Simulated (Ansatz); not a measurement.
**Lattice dynamics of TaSb (built on the sites of a database entry of TaN)**

Wanted: vibrations and spectra of TaSb (built on the sites of a database entry of TaN); the cell is already relaxed. After the zone centre comes a 3×3×2 q mesh on a 12×12×10 k mesh.

Main program and level: Ansatz 0.2.0; DFT LDA, scalar-relativistic, plane waves, norm-conserving pseudopotentials.

The structure was built from a prototype and need not be the compound's stable phase.

### Step 1. Starting point

The structure is hexagonal, space group P-6m2 (No. 187). The conventional cell has a = 3.523 Å, b = 3.523 Å, c = 3.733 Å, α = 90.00°, β = 90.00°, γ = 120.00°. Ta has 6 Sb at 2.76 Å nearest. Sb has 6 Ta at 2.76 Å nearest. Farther neighbours are not listed.

Structure file:

```cif
data_structure
_symmetry_space_group_name_H-M 'P-6m2'
_symmetry_Int_Tables_number 187
_cell_length_a 3.5226
_cell_length_b 3.5226
_cell_length_c 3.7330
_cell_angle_alpha 90.000
_cell_angle_beta 90.000
_cell_angle_gamma 120.000
_cell_volume 40.12
loop_
_atom_site_label
_atom_site_type_symbol
_atom_site_symmetry_multiplicity
_atom_site_Wyckoff_symbol
_atom_site_fract_x
_atom_site_fract_y
_atom_site_fract_z
_atom_site_occupancy
Ta1 Ta 1 d 0.33333 0.66667 0.50000 1
Sb1 Sb 1 a 0.00000 0.00000 0.00000 1
```

### Step 2. Linear response at the zone centre

The cell comes from relaxations at this level that are not shown. The zone centre comes first: it holds the modes that light can see, as far as symmetry allows. No field response is asked, since the mesh shows no gap.

File input.yaml:

```yaml
crystal:
  lattice:
    - [3.5226379344, 0.0, 0.0]
    - [-1.7613189672, 3.0506939396, 0.0]
    - [0.0, 0.0, 3.7330307281]
  atoms:
    - { symbol: Ta, position: [0.3333333333, 0.6666666667, 0.5] }
    - { symbol: Sb, position: [0.0, 0.0, 0.0] }
kpoints:
  mp_grid: { grid: [12, 12, 10] }
hamiltonian:
  xc: lda
  pseudopotentials: { kind: nc }
scf:
  occupations: { method: methfessel_paxton, width: 0.15 }
output:
  eigenvalues: true
phonons:
  method: dfpt
```

On the command line:

```bash
$ ansatz run input.yaml --threads 4 --pin off --max-ram 7168MiB --backend cpu --events-out ev --progress --plain --runs-dir out
```

The program printed:

```text
zone centre: on kpoints.mp_grid the ground state, and the responses unless they are solved on pairs of k-points, stand on 258 of the mesh's 1440 k-points, reduced under 4 symmetry operations, with k and −k counted as one. Each operation leaves every solved displacement unchanged or reverses it
Engine: ansatz 0.2.0, aarch64-unknown-linux-gnu
Pseudopotentials: kind: nc
Pseudopotential: Ta, nc, valence charge 13, recommended cutoff 789.130201 eV (normal), Ta.nc.azcp (PseudoDojo's, or run here from an input of PseudoDojo's: the run reads no file of this project's for it)
Pseudopotential: Sb, nc, valence charge 15, recommended cutoff 1142.878222 eV (normal), Sb.nc.azcp (PseudoDojo's, or run here from an input of PseudoDojo's: the run reads no file of this project's for it)
Functional definition: SPW92
  exchange = slater_x
  correlation = pw_c
Crystal: 2 atoms, lattice volume = 40.117 Å³
Basis set: ecut = 1142.878222 eV, 3513 PW (Γ), exchange–correlation on 80×80×90 points (8 copies of the dense FFT grid, shifted against one another)
Bands: 18, of which v1, the nominal top of the filled ones, is band 14 counted from 1 (13 counted from 0)
Symmetry: 12 space group operations
k-points: 258 of 1440 (irreducible under 4 space group operations, time reversal used)
Non-local potential: Ta, projectors of the file, l = 0: 2, l = 1: 2, l = 2: 2, l = 3: 2
Non-local potential: Sb, projectors of the file, l = 0: 2, l = 1: 2, l = 2: 2
Initial density: superposition of atomic densities (chi_scale 0.1, normalization cell, long waves kept (reshape's long-wave potential 0.00 eV rms))
Initial wavefunctions: pseudopotential atomic-orbital guess
Functional: x = slater, c = lda
SCF iter   1: F=—  HF=-4241.810844 eV  |F-HF|=—  |Δ(HF+E_count)|=         —  Δρ=4.23e-2  dr2=1.20e0  ethr=3.10e-3  ⟨swp⟩=6.0  Hψ=24236  notcnv=0
preconditioner: auto → none  [metal: Δε(μ)=0.037 eV  Ē_g=7.075 eV  σ=0.150 eV  W_gap=0.21  n_scr=8 (ndim 8)  ℏωp=18.5 eV  f_vac=0.000  D(μ)=0.53/eV (n_scr^D=0)  sad-step TF]
SCF iter   2: F=—  HF=-4241.516202 eV  |F-HF|=—  |Δ(HF+E_count)|=   2.95e-1  S|Δr|=    0.00e0  Δρ=2.33e-2  dr2=3.51e-1  ethr=3.10e-3  ⟨swp⟩=2.0  Hψ=7493  notcnv=0
SCF iter   3: F=—  HF=-4241.400942 eV  |F-HF|=—  |Δ(HF+E_count)|=   1.15e-1  S|Δr|=    0.00e0  Δρ=7.19e-3  dr2=2.84e-2  ethr=1.25e-3  ⟨swp⟩=2.0  Hψ=8257  notcnv=0
SCF iter   4: F=—  HF=-4241.392545 eV  |F-HF|=—  |Δ(HF+E_count)|=   8.40e-3  S|Δr|=    0.00e0  Δρ=1.73e-3  dr2=8.92e-4  ethr=1.01e-4  ⟨swp⟩=2.0  Hψ=8844  notcnv=0
SCF iter   5: F=—  HF=-4241.392326 eV  |F-HF|=—  |Δ(HF+E_count)|=   2.19e-4  S|Δr|=    0.00e0  Δρ=2.74e-4  dr2=1.67e-5  ethr=3.19e-6  ⟨swp⟩=2.4  Hψ=7086  notcnv=0
SCF iter   6: F=—  HF=-4241.392328 eV  |F-HF|=—  |Δ(HF+E_count)|=   1.90e-6  S|Δr|=    0.00e0  Δρ=7.71e-5  dr2=1.05e-6  ethr=5.95e-8  ⟨swp⟩=2.1  Hψ=8156  notcnv=0
SCF iter   7: F=—  HF=-4241.392363 eV  |F-HF|=—  |Δ(HF+E_count)|=   3.48e-5  S|Δr|=    0.00e0  Δρ=2.50e-5  dr2=8.98e-8  ethr=3.77e-9  ⟨swp⟩=2.8  Hψ=9069  notcnv=0
SCF iter   8: F=—  HF=-4241.392363 eV  |F-HF|=—  |Δ(HF+E_count)|=   3.88e-8  S|Δr|=    0.00e0  Δρ=5.17e-6  dr2=4.61e-9  ethr=3.21e-10  ⟨swp⟩=2.1  Hψ=6535  notcnv=0
SCF iter   9: F=—  HF=-4241.392363 eV  |F-HF|=—  |Δ(HF+E_count)|=   1.91e-9  S|Δr|=    0.00e0  Δρ=5.77e-7  dr2=5.77e-11  ethr=1.65e-11  ⟨swp⟩=2.5  Hψ=8289  notcnv=0
SCF iter  10: F=-4241.392363 eV  HF=-4241.392363 eV  |F-HF|=9.09e-13  |Δ(HF+E_count)|=  1.09e-11  S|Δr|=    0.00e0  Δρ=5.54e-8  dr2=8.97e-13  ethr=1.00e-12  ⟨swp⟩=9.0  Hψ=32543  notcnv=0
SCF 1 converged in 10 iterations: F = -4241.392363 eV  dr2 = 8.97e-13
DFPT response loops at Γ: preconditioner auto → Kerker (q_TF=auto, 2.570 Å⁻¹) (partly filled bands, converged f_vac=0.000); β = 1.00, the filter's whole step (`scf.mixing.beta` (0.50) is not read by the response loops under this deck's `scf.mixing.preconditioner`; to damp them name `kerker` or `kerker_dos`, under which they read `scf.mixing.beta`, and type it under 1.00, their step now; both keys bind the ground state too); Broyden in place of MSR1
SCF converged after 10 iterations
Stability not checked: this state was not tested for a lower state beside it, because cold or Methfessel-Paxton smearing, or corrected tetrahedra, fill the levels in a way that the test cannot read (fill_not_monotonic; see scf.lower_state_search)
Free energy (F): -4241.392363 eV
Harris-Foulkes:  -4241.392363 eV  (|F-HF|=9.09e-13)
Internal energy: -4241.392842 eV  (E = F + TS)
E sigma→0 (E₀):  -4241.392483 eV
Entropy (-TS):   0.000479 eV (0.240 meV/atom)
Fermi energy:    16.648615 eV
--- Per-component energies (eV) ---
  E_band       = -210.755998
  E_kinetic    = 1917.150160
  E_local      = -2502.678083  (includes V_loc(G=0)·N_el)
  E_nonlocal   = -396.601609
  E_hartree    = 715.020048
  E_xc         = -1010.384470
  E_vxc        = -658.666539  (∫ρ·V_xc dr)
  E_ewald      = -2963.898888
  E_smearing   = 0.000479  (= −TS)
  E_closure    = 0.000000  (closes the sum)
  Σ components = -4241.392363   (vs F -4241.392363, Δ=0.00e0)
--- Band table (eV; the first three rows and the last of 258) ---
  k-point 0: bands = [... 10 lower, 13.8923, 15.0371, 15.0371, 15.7890, 17.8370, 17.8370, 21.7495, 21.7495]
  k-point 1: bands = [... 10 lower, 13.3534, 15.1044, 15.1044, 15.9636, 17.6409, 17.6409, 21.9024, 21.9024]
  k-point 2: bands = [... 10 lower, 12.1594, 15.2918, 15.2918, 16.3795, 17.2186, 17.2186, 22.0039, 22.0039]
  k-point 257: bands = [... 10 lower, 11.8400, 11.9625, 13.8332, 15.3456, 18.3808, 19.6030, 20.2381, 20.4553]
--- Phonons (Γ-DFPT): 4 representative perturbations + reference, on 258 of 1440 k-points (Σ response iterations 12) ---
  k mesh reduced under 4 symmetry operations, with k and −k counted as one. Each operation leaves every solved displacement unchanged or reverses it
  ASR residual: 1.368e-4 → 0.000e0 eV/Å²; symmetrization residual: 3.980e-5 eV/Å²
  ASR residual per site (eV/Å²): 3.54e-5 1.37e-4
  Γ frequencies (cm⁻¹): 0.00 0.00 0.00 198.06 198.06 215.22
  non-analytic LO–TO correction: not included (Born effective charges unavailable; polar crystals: no LO–TO splitting at Γ)
```

Wall time 92 s (4 threads of Arm Neoverse V1, shared host); peak memory 2.2 GiB.

Reading the cycles: dr2 is the Hartree energy of the density residual (eV), the measure of convergence; HF is the Harris–Foulkes estimate of the energy, which meets the free energy F at convergence.

This step gave:

| Property | Result |
| --- | --- |
| volume per atom | 20.06 Å³ |
| gap on the k-mesh | 0 eV |
| sum-rule residual before enforcement | 1.37e-4 eV/Å² |
| point group | -6m2 |
| highest optical mode at the zone centre (no LO-TO term) | 215.2 cm⁻¹ |
| lowest optical zone-centre mode | 198.1 cm⁻¹ |

Patterns of degenerate modes are one choice out of their space. The modes at Γ (shares of kinetic energy by element, %):

| mode | frequency (cm⁻¹) | symmetry | Ta % | Sb % |
| --- | --- | --- | --- | --- |
| 1 | 0.0 | acoustic | 60 | 40 |
| 2 | 0.0 | acoustic | 60 | 40 |
| 3 | 0.0 | acoustic | 60 | 40 |
| 4 | 198.1 | E' | 40 | 60 |
| 5 | 198.1 | E' | 40 | 60 |
| 6 | 215.2 | A2'' | 40 | 60 |

Displacements in mode 5 (198.1 cm⁻¹), the largest set to 1:
```
Ta1  0.00 -0.67  0.00
Sb2  0.00  1.00  0.00
```

Displacements in mode 6 (215.2 cm⁻¹), the largest set to 1:
```
Ta1  0.00  0.00 -0.67
Sb2  0.00  0.00  1.00
```

Before it was imposed, the acoustic sum rule was missed by 1.4e-4 eV/Å². Small misses are needed for a sound result but don't prove that mesh and cutoff are converged. The lowest optical mode is real, 198 cm⁻¹.

(Part 1 of 2 ends here.)

[Logs are printed without paths, hosts, clocks, repeated set-up lines and the standing remarks that a program may print on its own settings, such as how far it seeks lower states.]

[Hosts, paths, dates, database ids (printed as entryN), source tags and the programs' standing remarks are cut or masked in the printed files.]
